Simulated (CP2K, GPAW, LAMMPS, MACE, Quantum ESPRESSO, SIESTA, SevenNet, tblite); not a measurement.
## Running amorphous Cd8Zn24Te9S23 (64 atoms) with CP2K

How do the settings of CP2K change the result for amorphous Cd8Zn24Te9S23 (64 atoms)? A plane-wave run serves as the yardstick.

Program: CP2K 2026.2. Level of theory: the method is named at each step. Results are calculated unless marked as measured.

### 1. The starting structure

The cell holds 64 atoms: 8 Cd, 24 Zn, 9 Te and 23 S. Its edges and angles: a = 11.623 Å, b = 11.623 Å, c = 11.623 Å, α = 90.0°, β = 90.0°, γ = 90.0°. 64 atoms (8 Cd, 24 Zn, 9 Te, 23 S) placed at random at 4.61 g/cm³, melted at 2500 K for 10 ps at fixed volume with the Stillinger-Weber II-VI potential (Zhou et al., Phys. Rev. B 88, 085309 (2013)). Quenched from 2500 K to 300 K at 100 K/ps and fixed volume, held 5 ps.

The yardstick, on the same geometry:

```
method                 : Kohn-Sham DFT, PBE, SSSP efficiency 1.3.0 pseudopotentials, plane waves (Quantum ESPRESSO 7.5); sssp-pbe-1.3.0-efficiency, cutoffs 60/480 Ry, Γ point
r.m.s. force component : 0.4539 eV/Å
longest force          : 1.653 eV/Å
pressure               : -0.8867 GPa
time                   : 9.5 min on 4 MPI ranks of Arm Neoverse V1, shared host
CPU time               : 38 min
```

### 2. PBE, DZVP-UZH, 800/50 Ry, diagonalisation

Method: Kohn-Sham DFT, PBE, GTH-PBE pseudopotentials, Gaussian and plane waves, DZVP-MOLOPT (UZH set), diagonalisation.

Input file input.inp:

```
&GLOBAL
  PROJECT cell
  RUN_TYPE ENERGY_FORCE
  PRINT_LEVEL LOW
&END GLOBAL
&FORCE_EVAL
  METHOD QS
  STRESS_TENSOR ANALYTICAL
  &DFT
    BASIS_SET_FILE_NAME BASIS_MOLOPT_UZH
    POTENTIAL_FILE_NAME POTENTIAL_UZH
    &MGRID
      CUTOFF 800
      REL_CUTOFF 50
      NGRIDS 5
    &END MGRID
    &QS
      EPS_DEFAULT 1.0E-12
    &END QS
    &SCF
      SCF_GUESS ATOMIC
      EPS_SCF 5.0E-06
      MAX_SCF 200
      ADDED_MOS 44
      &DIAGONALIZATION
        ALGORITHM STANDARD
      &END DIAGONALIZATION
      &SMEAR ON
        METHOD FERMI_DIRAC
        ELECTRONIC_TEMPERATURE [K] 580
      &END SMEAR
      &MIXING
        METHOD BROYDEN_MIXING
        ALPHA 0.15
        NBROYDEN 12
      &END MIXING
      &PRINT
        &RESTART OFF
        &END RESTART
      &END PRINT
    &END SCF
    &XC
      &XC_FUNCTIONAL PBE
      &END XC_FUNCTIONAL
    &END XC
    &PRINT
      &MULLIKEN ON
      &END MULLIKEN
      &HIRSHFELD ON
        SHAPE_FUNCTION DENSITY
      &END HIRSHFELD
      &MO ON
        EIGENVALUES T
        OCCUPATION_NUMBERS T
        MO_INDEX_RANGE 277 300
        &EACH
          QS_SCF 0
        &END EACH
        ADD_LAST NUMERIC
      &END MO
    &END PRINT
  &END DFT
  &SUBSYS
    &CELL
      A 11.62280 0.00000 0.00000
      B 0.00000 11.62280 0.00000
      C 0.00000 0.00000 11.62280
    &END CELL
    &COORD
      Cd 1.48423 7.78239 11.29074
      Cd 10.00746 9.61380 10.49190
      Cd 11.15870 1.39346 8.19094
      Cd 3.04250 3.54902 9.32137
      Cd 6.06861 6.65161 8.71815
      Cd 9.82859 6.28247 7.93151
      Cd 0.08833 4.15190 11.31991
      Cd 1.80816 1.05965 3.84959
      Zn 6.92428 4.13167 10.73110
      Zn 6.59466 6.19077 2.53261
      Zn 7.19393 7.55947 5.25548
      Zn 1.14764 6.78446 3.66885
      Zn 5.78316 1.14275 3.66664
      Zn 3.18430 0.26163 7.08084
      Zn 10.57605 10.92206 5.16076
      Zn 5.76979 8.21627 11.15126
      Zn 11.25575 9.98317 2.50808
      Zn 1.52119 0.39576 11.30434
      Zn 7.08561 2.20589 7.94291
      Zn 3.62957 6.13800 2.22902
      Zn 9.24745 3.82193 4.35506
      Zn 0.40436 9.27906 7.50066
      Zn 10.34336 7.90629 4.49454
      Zn 3.54856 9.87950 2.19264
      Zn 7.62084 10.10428 2.27993
      Zn 4.20757 4.50616 5.29151
      Zn 5.41541 0.52349 11.33537
      Zn 3.55751 10.15356 9.02487
      Zn 7.40059 10.18587 8.06983
      Zn 3.76218 3.31413 1.46180
      Zn 9.08949 1.47261 0.29092
      Zn 9.49966 6.68299 1.50817
      Te 5.29674 4.14655 7.75287
      Te 9.33753 5.44796 10.75179
      Te 5.85963 0.44643 6.43740
      Te 0.16597 3.50323 3.91491
      Te 7.74369 2.54830 2.55504
      Te 9.37425 3.32342 7.10246
      Te 1.32047 5.94239 9.25338
      Te 2.97544 8.58111 4.44386
      Te 3.55600 7.86561 7.63467
      S 5.78595 10.27037 9.90495
      S 1.60522 10.69797 5.67936
      S 5.91659 4.30718 1.34813
      S 11.59177 7.78402 1.74377
      S 9.47723 10.86639 1.01130
      S 3.87330 2.57608 3.72592
      S 0.00883 7.15314 6.39893
      S 3.43744 1.83733 11.22239
      S 3.71023 8.00730 0.79698
      S 1.58767 4.74175 1.79549
      S 8.58042 9.70655 4.45572
      S 1.32372 9.95051 9.92448
      S 1.63045 11.18102 1.84291
      S 4.96863 6.63313 4.41701
      S 1.85570 2.24599 7.42313
[... 4 atom lines left out ...]
      S 1.72680 4.77778 5.75026
      S 8.76313 6.18124 3.90677
      S 11.25622 1.69007 10.76632
      S 7.27239 1.83687 10.42751
    &END COORD
    &KIND Cd
      BASIS_SET DZVP-MOLOPT-PBE-GTH-q12
      POTENTIAL GTH-PBE-q12
    &END KIND
    &KIND Zn
      BASIS_SET DZVP-MOLOPT-PBE-GTH-q12
      POTENTIAL GTH-PBE-q12
    &END KIND
    &KIND Te
      BASIS_SET DZVP-MOLOPT-PBE-GTH-q6
      POTENTIAL GTH-PBE-q6
    &END KIND
    &KIND S
      BASIS_SET DZVP-MOLOPT-PBE-GTH-q6
      POTENTIAL GTH-PBE-q6
    &END KIND
  &END SUBSYS
  &PRINT
    &FORCES ON
    &END FORCES
    &STRESS_TENSOR ON
    &END STRESS_TENSOR
  &END PRINT
&END FORCE_EVAL
```

Launch:

```bash
$ OMP_NUM_THREADS=1 mpirun -np 4 cp2k.psmp -i input.inp > output.txt
```

Numbers of over 12 decimals in the logs are rounded to 6 here.

The program printed:

```text
CP2K| version string:                                       CP2K version 2026.2
 CP2K| Input file name                                                 input.inp
 GLOBAL| Basis set file name                                    BASIS_MOLOPT_UZH
 GLOBAL| Potential file name                                       POTENTIAL_UZH
 GLOBAL| Run type                                                   ENERGY_FORCE
 GLOBAL| Total number of message passing processes                             4
 GLOBAL| Number of threads for this process                                    1
 TOTAL NUMBERS AND MAXIMUM NUMBERS
  Total number of            - Atomic kinds:                                   4
                             - Atoms:                                         64
                             - Shell sets:                                    64
                             - Shells:                                       384
                             - Primitive Cartesian functions:                312
                             - Cartesian basis functions:                   1408
                             - Spherical basis functions:                   1216
  Maximum angular momentum of- Orbital basis functions:                        3
                             - Local part of the GTH pseudopotential:          0
                             - Non-local part of the GTH pseudopotential:      4
 SCF PARAMETERS         Density guess:                                    ATOMIC
                        max_scf:                                             200
                        eps_scf:                                        5.00E-06
                        added MOs                                        44    0
                        Mixing method:                            BROYDEN_MIXING
                                                charge density mixing in g-space
                        Smear method:                                FERMI_DIRAC
                        Electronic temperature [K]:                        580.0
                        Electronic temperature [a.u.]:                  1.84E-03
                        Accuracy threshold:                             1.00E-10
 Extrapolation method: initial_guess
 Number of electrons:                                                        576
 Number of occupied orbitals:                                                288
 Number of molecular orbitals:                                               332
 Number of orbital functions:                                               1216
 Number of independent orbital functions:                                   1216
 SCF WAVEFUNCTION OPTIMIZATION
  Step     Update method      Time    Convergence         Total energy    Change
     1 NoMix/Diag. 0.15E+00    4.7     1.75646488     -2133.5072746486 -2.13E+03
     2 Broy./Diag. 0.15E+00    6.2     0.17948187     -2127.8015413431  5.71E+00
     3 Broy./Diag. 0.15E+00    6.2     0.40861685     -2129.5197848552 -1.72E+00
     4 Broy./Diag. 0.15E+00    6.2     0.17799040     -2131.5886787018 -2.07E+00
[...]
19 Broy./Diag. 0.15E+00    6.5     0.00000723     -2131.2137241201  3.39E-05
    20 Broy./Diag. 0.15E+00    6.5     0.00000246     -2131.2137175908  6.53E-06
  *** SCF run converged in    20 steps ***
  Electronic density on regular grids:       -575.9999999999        0.0000000001
  Core density on regular grids:              575.9999999993       -0.0000000007
  Total charge density on r-space grids:       -0.0000000006
  Total charge density g-space grids:          -0.0000000006
  Overlap energy of the core charge distribution:               2.21618e-08
  Self energy of the core charge distribution:              -3220.526048
  Core Hamiltonian energy:                                    961.663579
  Hartree energy:                                             464.813718
  Exchange-correlation energy:                               -337.157984
  Electronic entropic energy:                                  -0.0069821
  Fermi energy:                                                 0.148849
  Total energy:                                             -2131.213718
  Total energy (extrapolated to T->0):                      -2131.210227
 MO| EIGENVALUES AND OCCUPATION NUMBERS
 MO|
 MO|  Index      Eigenvalue [a.u.]        Eigenvalue [eV]             Occupation
 MO|    277               0.090271               2.456392               2.000000
 MO|    278               0.096725               2.632034               2.000000
 MO|    279               0.098948               2.692504               2.000000
[...]
MO|    299               0.197564               5.375984               0.000000
 MO|    300               0.202584               5.512579               0.000000
 MO| Sum:                                                             576.000000
 MO| E(Fermi):            0.148849 a.u.          4.050378 eV
 !-----------------------------------------------------------------------------!
                     Mulliken Population Analysis
 #  Atom  Element  Kind  Atomic population                           Net charge
       1     Cd       1         11.584367                              0.415633
       2     Cd       1         11.617131                              0.382869
       3     Cd       1         11.509863                              0.490137
[...]
63     S        4          6.445330                             -0.445330
      64     S        4          6.281862                             -0.281862
 # Total charge                            576.000000                  0.000000
 !-----------------------------------------------------------------------------!
 !-----------------------------------------------------------------------------!
                           Hirshfeld Charges
  #Atom  Element  Kind  Ref Charge     Population                    Net charge
      1       Cd     1      12.000         11.768                         0.232
      2       Cd     1      12.000         11.769                         0.231
      3       Cd     1      12.000         11.736                         0.264
[...]
63       S      4       6.000          6.277                        -0.277
     64       S      4       6.000          6.256                        -0.256
  Total Charge                                                            0.000
 !-----------------------------------------------------------------------------!
 ENERGY| Total FORCE_EVAL ( QS ) energy [hartree]          -2131.213715
 FORCES| Atomic forces [hartree/bohr]
 FORCES|   Atom     x               y               z               |f|
 FORCES|      1  1.35288229E-04 -3.35371220E-03 -6.27384660E-03   7.11525401E-03
 FORCES|      2  3.06630207E-03 -2.39704567E-03 -8.66560238E-03   9.49951056E-03
 FORCES|      3  3.51294684E-03 -2.99938605E-03 -3.34109864E-03   5.70088172E-03
[...]
FORCES|     63 -5.54498952E-03  2.72909244E-03  5.78460438E-03   8.46501637E-03
 FORCES|     64 -5.45248624E-03  5.50855313E-04 -5.36119760E-03   7.66651730E-03
 FORCES| Sum    -3.31869903E-03  5.12046025E-03 -9.84671672E-04
 FORCES| Total atomic force                                       6.18081343E-03
 STRESS| Analytical stress tensor [bar]
 STRESS|                        x                   y                   z
 STRESS|      x       -5.51577012844E+03  -1.63569556393E+03  -4.67036462556E+03
 STRESS|      y       -1.63569556393E+03  -4.83652096049E+02  -3.51932941437E+02
 STRESS|      z       -4.67036462556E+03  -3.51932941437E+02  -8.13429323032E+03
 STRESS| 1/3 Trace                                            -4.71123848494E+03
```

The job ended after 2.5 min (4 MPI ranks of Arm Neoverse V1, shared host; peak memory 9.2 GiB).

Banners, paths, timers and routine set-up lines are dropped from the logs unmarked, and long logs keep their key lines alone; longer cuts are marked.

Compared with the plane-wave run:

| Item | Value |
| --- | --- |
| r.m.s. force component | 0.4618 eV/Å |
| r.m.s. difference of force components | 32.52 meV/Å |
| longest difference of force vectors | 125.3 meV/Å |
| force difference over r.m.s. force | 7.165 % |
| slope of forces against the reference's | 1.015 |
| correlation of force components | 0.9976 |
| pressure | -0.4711 GPa |
| pressure difference | 0.4156 GPa |

Length of the force difference by element (eV/Å):

```
element  atoms   mean   most
     Cd      8  0.042  0.075
      S     23  0.039   0.13
     Te      9  0.058   0.12
     Zn     24  0.060  0.095
```

The surroundings of Te41, which has 2 bonded neighbours where the commonest count for Te is 4, nearest first, numbered as they follow in the input and with coordinates relative to it.

```
atom      x      y      z  distance (Å)  bonds  Hirshfeld charge (e)     Fx     Fy  Fz (eV/Å)
Te41   0.00   0.00   0.00          0.00      2                 -0.17   0.19   0.07       0.60
Zn28   0.00   2.29   1.39          2.68      3                  0.17  -0.01  -0.62      -0.33
 Cd5   2.51  -1.21   1.08          2.99      3                  0.11  -1.09  -0.08       1.01
Te40  -0.58   0.72  -3.19          3.32      2                  0.00  -0.31   0.98       0.73
Te39  -2.24  -1.92   1.62          3.36      3                 -0.16   0.27  -0.67       0.36
Zn22  -3.15   1.41  -0.13          3.46      4                  0.26   0.04  -0.06       0.00
 S55   1.41  -1.23  -3.22          3.72      4                 -0.21   0.89  -0.65      -0.87
 S53  -2.23   2.08   2.29          3.82      4                 -0.28   0.06   0.68      -0.32
 S48  -3.55  -0.71  -1.24          3.82      3                 -0.23  -0.44   1.33      -0.73
```

Forces lie 7.2 % from the reference's, at 0.27 times its CPU time.

### 3. PBE, SZV-MOLOPT-SR, 800/50 Ry, diagonalisation

Method: Kohn-Sham DFT, PBE, GTH-PBE pseudopotentials, Gaussian and plane waves, SZV-MOLOPT-SR-GTH, diagonalisation.

Changes to input.inp since step 2:

```diff
@@ -9,4 +9,4 @@
   &DFT
-    BASIS_SET_FILE_NAME BASIS_MOLOPT_UZH
-    POTENTIAL_FILE_NAME POTENTIAL_UZH
+    BASIS_SET_FILE_NAME BASIS_MOLOPT
+    POTENTIAL_FILE_NAME GTH_POTENTIALS
     &MGRID
@@ -23,3 +23,3 @@
       MAX_SCF 200
-      ADDED_MOS 44
+      ADDED_MOS 32
       &DIAGONALIZATION
@@ -68,7 +68,8 @@
     &END CELL
-    &COORD
-[... 64 atom lines left out: the same atoms as in the first run ...]
-    &END COORD
+    &TOPOLOGY
+      COORD_FILE_NAME structure.xyz
+      COORD_FILE_FORMAT XYZ
+    &END TOPOLOGY
     &KIND Cd
-      BASIS_SET DZVP-MOLOPT-PBE-GTH-q12
+      BASIS_SET SZV-MOLOPT-SR-GTH-q12
       POTENTIAL GTH-PBE-q12
@@ -76,3 +77,3 @@
     &KIND Zn
-      BASIS_SET DZVP-MOLOPT-PBE-GTH-q12
+      BASIS_SET SZV-MOLOPT-SR-GTH-q12
       POTENTIAL GTH-PBE-q12
@@ -80,3 +81,3 @@
     &KIND Te
-      BASIS_SET DZVP-MOLOPT-PBE-GTH-q6
+      BASIS_SET SZV-MOLOPT-SR-GTH-q6
       POTENTIAL GTH-PBE-q6
@@ -84,3 +85,3 @@
     &KIND S
-      BASIS_SET DZVP-MOLOPT-PBE-GTH-q6
+      BASIS_SET SZV-MOLOPT-SR-GTH-q6
       POTENTIAL GTH-PBE-q6
```

Input file structure.xyz:

```xyz
64

Cd 1.48423 7.78239 11.29074
Cd 10.00746 9.61380 10.49190
Cd 11.15870 1.39346 8.19094
Cd 3.04250 3.54902 9.32137
Cd 6.06861 6.65161 8.71815
Cd 9.82859 6.28247 7.93151
Cd 0.08833 4.15190 11.31991
Cd 1.80816 1.05965 3.84959
Zn 6.92428 4.13167 10.73110
Zn 6.59466 6.19077 2.53261
Zn 7.19393 7.55947 5.25548
Zn 1.14764 6.78446 3.66885
Zn 5.78316 1.14275 3.66664
Zn 3.18430 0.26163 7.08084
Zn 10.57605 10.92206 5.16076
Zn 5.76979 8.21627 11.15126
Zn 11.25575 9.98317 2.50808
Zn 1.52119 0.39576 11.30434
Zn 7.08561 2.20589 7.94291
Zn 3.62957 6.13800 2.22902
[... 40 atom lines left out ...]
S 1.72680 4.77778 5.75026
S 8.76313 6.18124 3.90677
S 11.25622 1.69007 10.76632
S 7.27239 1.83687 10.42751
```

Launch:

```bash
$ OMP_NUM_THREADS=2 cp2k.psmp -i input.inp > output.txt
```

The program printed:

```text
CP2K| version string:                                       CP2K version 2026.2
 CP2K| Input file name                                                 input.inp
 GLOBAL| Basis set file name                                        BASIS_MOLOPT
 GLOBAL| Potential file name                                      GTH_POTENTIALS
 GLOBAL| Run type                                                   ENERGY_FORCE
 GLOBAL| Total number of message passing processes                             1
 GLOBAL| Number of threads for this process                                    2
[... lines left out ...]
                        Smear method:                                FERMI_DIRAC
[... lines left out ...]
 Number of electrons:                                                        576
[... lines left out ...]
  Step     Update method      Time    Convergence         Total energy    Change
[... lines left out ...]
  *** SCF run converged in    21 steps ***
[... lines left out ...]
  Fermi energy:                                                 0.184210
  Total energy:                                             -2128.040133
  Total energy (extrapolated to T->0):                      -2128.037492
[... lines left out ...]
 MO| E(Fermi):            0.184210 a.u.          5.012605 eV
[... lines left out ...]
     64       S      4       6.000          6.170                        -0.170
  Total Charge                                                            0.000
 !-----------------------------------------------------------------------------!
 ENERGY| Total FORCE_EVAL ( QS ) energy [hartree]          -2128.040118
 FORCES| Atomic forces [hartree/bohr]
 FORCES|   Atom     x               y               z               |f|
 FORCES|      1 -6.50435395E-05  5.14651690E-03  6.78142031E-04   5.19141055E-03
 FORCES|      2  1.64948697E-03 -6.56599057E-03 -1.23869739E-02   1.41163083E-02
 FORCES|      3  7.23513386E-03 -7.57107066E-03 -2.24400296E-04   1.04746660E-02
[...]
FORCES|     63 -7.25565564E-03  6.48759382E-03  7.46581085E-03   1.22666925E-02
 FORCES|     64 -8.92198859E-03  4.02656744E-03 -6.92346556E-03   1.19895580E-02
 FORCES| Sum    -3.22988776E-03  4.99916157E-03 -9.64389667E-04
 FORCES| Total atomic force                                       6.02941447E-03
 STRESS| Analytical stress tensor [bar]
 STRESS|                        x                   y                   z
 STRESS|      x       -1.18642906488E+04  -4.29183457328E+03  -7.33061542719E+03
 STRESS|      y       -4.29183457328E+03  -1.40737190849E+03  -9.83155802084E+01
 STRESS|      z       -7.33061542719E+03  -9.83155802084E+01  -1.12842928638E+04
 STRESS| 1/3 Trace                                            -8.18531847368E+03
```

The job ended after 3 min (2 threads; peak memory 6.4 GiB).

Against the reference:

```
r.m.s. force component                  : 0.6611 eV/Å
r.m.s. difference of force components   : 290.8 meV/Å
longest difference of force vectors     : 1268 meV/Å
force difference over r.m.s. force      : 64.07 %
slope of forces against the reference's : 1.355
correlation of force components         : 0.9306
pressure                                : -0.8185 GPa
pressure difference                     : 0.0682 GPa
```

This is a coarse setting, run to see what it loses.

Against the first run (7.2 %), the force difference from the reference is 64 %, at 0.50 times the CPU time (on 2 against 4 cores), with 416 basis functions against 1216; this set comes with other potentials too, so the change isn't the basis's alone.

(Part 1 of 2 ends here.)

[Also dropped from logs without a mark: logging warnings of Python, and SIESTA's first energy breakdown and zero terms.]

[Logs are printed without paths, hosts, clocks, repeated set-up lines and the standing remarks that a program may print on its own settings, such as how far it seeks lower states.]

[Hosts, paths, dates, database ids (printed as entryN), source tags and the programs' standing remarks are cut or masked in the printed files.]
